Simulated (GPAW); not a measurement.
Consider La2O3 (P-3m1).

```xyz
5
Lattice="3.9308 0.0000 0.0000 -1.9654 3.4042 0.0000 0.0000 0.0000 6.1120" Properties=species:S:1:pos:R:3 pbc="T T T"
La    0.0000    2.2694    1.5050
La    1.9654    1.1347    4.6070
O     0.0000    0.0000    0.0000
O     0.0000    2.2694    3.9477
O     1.9654    1.1347    2.1643
```

Absorber: atom 3, with 6 La at 2.72 Å (octahedral, site symmetry -3m). Method: GPAW, LDA, full core hole (charged cell), 15-atom cell with 6.8 Å between holes, 4×4×4 k points, dipole transitions, Gaussian full width 0.9 eV up to 4 eV, rising linearly to 3.5 eV at 25 eV, without spin-orbit coupling.

Q: Where do the maxima of the O K edge fall?

Main maxima up to 24 eV above the zero (height): 1.5 eV (3.07), 6.0 eV (1.86), 9.5 eV (0.73) and 23.5 eV (1.10). A K edge sees empty p states on the absorber. The total-energy difference plus the lowest empty eigenvalue puts the zero at 534.61 eV. One term is added: -8.83 eV, since the hole is spin-paired here and a spin-polarised one costs that much less in the free atom (computed apart). The photon energy is then 525.78 eV. The functional and the charged cell's background leave an error in such absolute values: in the free atom LDA prices this hole 4.1 eV below PBE (computed apart), and PBE is itself good to a few eV.

The O K spectrum (energy from the lowest empty level; intensity scaled to a mean of 1 over the first 20 eV; polarised curves are means over the symmetry-equivalent atoms):

| E (eV) | isotropic | ε ⊥ c | ε ∥ c |
| --- | --- | --- | --- |
| -2.0 | 0.00 | 0.00 | 0.00 |
| -1.4 | 0.00 | 0.00 | 0.00 |
| -0.8 | 0.00 | 0.00 | 0.00 |
| -0.2 | 0.09 | 0.09 | 0.08 |
| 0.4 | 0.70 | 0.83 | 0.45 |
| 1.0 | 2.29 | 2.57 | 1.75 |
| 1.6 | 3.00 | 2.91 | 3.19 |
| 2.2 | 1.99 | 2.27 | 1.43 |
| 2.8 | 1.28 | 1.51 | 0.82 |
| 3.4 | 1.08 | 0.67 | 1.90 |
| 4.0 | 0.95 | 0.41 | 2.05 |
| 4.6 | 1.20 | 0.73 | 2.13 |
| 5.2 | 1.53 | 1.25 | 2.11 |
| 5.8 | 1.81 | 2.17 | 1.09 |
| 6.4 | 1.69 | 2.37 | 0.32 |
| 7.0 | 0.91 | 1.28 | 0.17 |
| 7.6 | 0.52 | 0.70 | 0.16 |
| 8.2 | 0.50 | 0.62 | 0.25 |
| 8.8 | 0.62 | 0.67 | 0.52 |
| 9.4 | 0.73 | 0.64 | 0.91 |
| 10.0 | 0.67 | 0.50 | 1.02 |
| 10.6 | 0.54 | 0.41 | 0.80 |
| 11.2 | 0.47 | 0.38 | 0.63 |
| 11.8 | 0.48 | 0.40 | 0.65 |
| 12.4 | 0.55 | 0.44 | 0.75 |
| 13.0 | 0.63 | 0.50 | 0.90 |
| 13.6 | 0.72 | 0.56 | 1.04 |
| 14.2 | 0.77 | 0.62 | 1.08 |
| 14.8 | 0.80 | 0.70 | 1.01 |
| 15.4 | 0.81 | 0.79 | 0.86 |
| 16.0 | 0.80 | 0.85 | 0.70 |
| 16.6 | 0.77 | 0.86 | 0.59 |
| 17.2 | 0.77 | 0.88 | 0.54 |
| 17.8 | 0.80 | 0.93 | 0.53 |
| 18.4 | 0.86 | 1.01 | 0.54 |
| 19.0 | 0.91 | 1.07 | 0.58 |
| 19.6 | 0.94 | 1.08 | 0.65 |
| 20.2 | 0.96 | 1.06 | 0.76 |
| 20.8 | 0.98 | 1.03 | 0.88 |
| 21.4 | 1.01 | 1.02 | 0.99 |
| 22.0 | 1.04 | 1.02 | 1.09 |
| 22.6 | 1.08 | 1.03 | 1.18 |
| 23.2 | 1.10 | 1.03 | 1.24 |
| 23.8 | 1.10 | 1.02 | 1.24 |
| 24.4 | 1.07 | 1.01 | 1.19 |
| 25.0 | 1.03 | 1.00 | 1.10 |
| 25.6 | 0.99 | 0.98 | 0.99 |
| 26.2 | 0.93 | 0.95 | 0.89 |
| 26.8 | 0.88 | 0.90 | 0.83 |
| 27.4 | 0.82 | 0.83 | 0.79 |
| 28.0 | 0.77 | 0.76 | 0.78 |
| 28.6 | 0.73 | 0.70 | 0.79 |

The crystal has 2 inequivalent O sites and not all are shown here, while a measurement adds them all. The mesh is coarse (0.28 Å⁻¹ between points), so small maxima may be mesh ripples. The structure is a computed Materials Project entry and may be a hypothetical form.

[Banner, clock and machine lines of the logs are left out without a mark of their own.]

[Logs are printed without paths, hosts, clocks, repeated set-up lines and the standing remarks that a program may print on its own settings, such as how far it seeks lower states.]

[Hosts, paths, dates, database ids (printed as entryN), source tags and the programs' standing remarks are cut or masked in the printed files.]

[Lists of maxima count a maximum above −3 eV only where it reaches 4 % of the highest in the window and stands out from its surroundings by 2 % of it (1.5 % where it reaches 55 %); shoulders and weaker maxima are passed over, and of the rest the first, up to two pre-edge ones and the few strongest are named.]
